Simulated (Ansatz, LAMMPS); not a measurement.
## Atom list for Amorphous Si (60 atoms)

The starting structure: 60 atoms (60 Si) placed at random at 2.24 g/cm³, melted at 2500 K for 10 ps at fixed volume with the EDIP (Justo, Bazant, Kaxiras, Bulatov and Yip, Phys. Rev. B 58, 2539 (1998)). Quenched from 2500 K to 300 K at 5 K/ps and fixed volume, held 5 ps.

Geometry: the frame at 220 fs of a trajectory (instantaneous temperature 530 K). Computed with Ansatz 0.2.0: Kohn-Sham DFT, PBE, PAW (set soft_2), plane waves; cutoff 420 eV, Γ point, gaussian smearing of 0.05 eV; density 2.24 g/cm³.

Cell vectors (Å):

```
10.763 0.000 0.000
0.000 10.763 0.000
0.000 0.000 10.763
```

Positions in Å, forces in eV/Å:

```tsv
atom	x	y	z	fx	fy	fz
Si1	7.304	7.657	4.784	1.284	-0.340	1.229
Si2	5.663	8.791	6.331	0.181	0.625	-1.236
Si3	2.344	8.260	8.153	-0.460	-1.645	0.663
Si4	9.777	4.821	6.774	-0.024	-1.436	0.617
Si5	3.357	0.376	9.858	0.587	0.462	1.027
Si6	3.942	3.744	1.704	-0.598	0.622	0.630
Si7	0.101	8.043	9.273	0.879	0.257	-0.059
Si8	9.268	3.160	0.040	0.185	-0.739	-0.640
Si9	0.624	2.323	3.240	-0.212	0.271	0.195
Si10	7.612	1.508	4.952	0.368	0.618	0.031
Si11	7.228	8.366	2.616	0.158	0.512	-1.017
Si12	4.373	8.277	9.718	-1.707	-1.302	0.202
Si13	5.395	3.216	0.128	1.641	-1.023	-1.458
Si14	2.683	5.717	7.580	-0.061	1.009	-0.411
Si15	3.997	2.508	9.108	-0.015	-0.227	-0.377
Si16	1.696	2.878	5.407	-0.212	-0.544	-0.686
Si17	2.125	4.504	0.440	0.125	0.351	-0.798
Si18	10.153	5.835	2.912	0.188	-0.083	0.028
Si19	6.898	6.036	1.794	0.230	0.346	0.882
Si20	3.082	6.759	0.494	0.468	0.006	-0.451
Si21	8.785	0.390	0.149	-0.882	1.185	-1.037
Si22	4.432	5.137	6.087	-0.575	0.358	-0.398
Si23	6.282	4.377	7.195	0.197	-0.529	-0.703
Si24	9.302	0.129	5.971	0.388	-0.857	0.304
Si25	5.088	10.017	0.326	-0.084	0.506	0.056
Si26	7.237	9.874	9.361	-0.869	-0.295	0.079
Si27	0.311	8.483	4.543	0.557	0.314	-0.266
Si28	4.002	2.972	5.229	-0.032	-0.112	0.054
Si29	10.575	8.083	2.309	-0.624	0.309	-0.246
Si30	1.502	10.667	0.397	0.436	-0.291	0.169
Si31	7.991	5.445	3.990	-0.034	1.160	-0.850
Si32	7.200	5.894	8.656	0.572	0.039	0.328
Si33	7.380	4.616	10.641	-0.683	0.210	0.402
Si34	10.722	1.094	7.678	-0.900	-0.204	0.521
Si35	3.700	6.450	4.276	0.468	0.073	-0.838
Si36	1.899	0.782	6.483	-0.114	0.015	-0.791
Si37	1.334	6.468	4.308	-0.160	-0.752	-0.882
Si38	2.015	10.015	4.530	1.140	-0.098	0.750
Si39	6.716	0.116	7.112	-0.705	0.359	-0.155
Si40	0.086	4.074	1.479	-0.042	-0.304	1.205
Si41	4.037	1.916	3.142	0.792	0.478	-0.036
Si42	6.317	1.284	3.037	-0.648	-0.207	0.242
Si43	2.145	0.643	2.661	-0.543	-0.033	-0.592
Si44	5.440	9.897	2.810	-0.008	-0.951	-0.803
Si45	4.228	8.688	4.478	-1.462	1.628	0.383
Si46	1.104	5.006	5.980	0.085	-0.067	0.747
Si47	4.553	5.987	2.085	0.227	-0.458	1.245
Si48	5.285	2.187	7.073	0.128	-0.341	1.004
Si49	9.276	6.756	7.850	-0.210	1.139	-0.003
Si50	10.362	3.252	8.627	0.748	0.322	-0.542
Si51	6.133	7.883	8.345	0.389	-0.135	0.888
Si52	3.320	10.249	7.803	1.003	-0.202	-0.860
Si53	9.322	8.471	5.998	-1.452	-0.195	0.482
Si54	2.050	3.895	8.831	-0.423	-0.313	1.125
Si55	1.372	8.308	0.575	-0.265	-0.165	0.099
Si56	8.980	9.877	1.990	0.240	-1.181	1.257
Si57	6.561	1.058	0.747	0.208	1.220	-0.788
Si58	9.648	0.686	3.690	-0.436	0.315	0.624
Si59	10.550	10.372	9.530	0.004	0.544	-0.304
Si60	7.905	3.818	5.649	0.563	-0.224	-0.240
```

The quench rate of 5 K/ps is many orders above laboratory rates, so the cell is likely richer in defects and strain than a real sample. The network of bonds at the start is that of the classical potential that made the cell. Only the Γ point is sampled, in a cell whose shortest periodic width is 11 Å.

The r.m.s. force component is 0.665 eV/Å; the longest force, 2.42 eV/Å, acts on Si13. The energy lies 17.7 meV/atom above that of the first step of this run.

[Logs are printed without paths, hosts, clocks, repeated set-up lines and the standing remarks that a program may print on its own settings, such as how far it seeks lower states.]

[Hosts, paths, dates, database ids (printed as entryN), source tags and the programs' standing remarks are cut or masked in the printed files.]
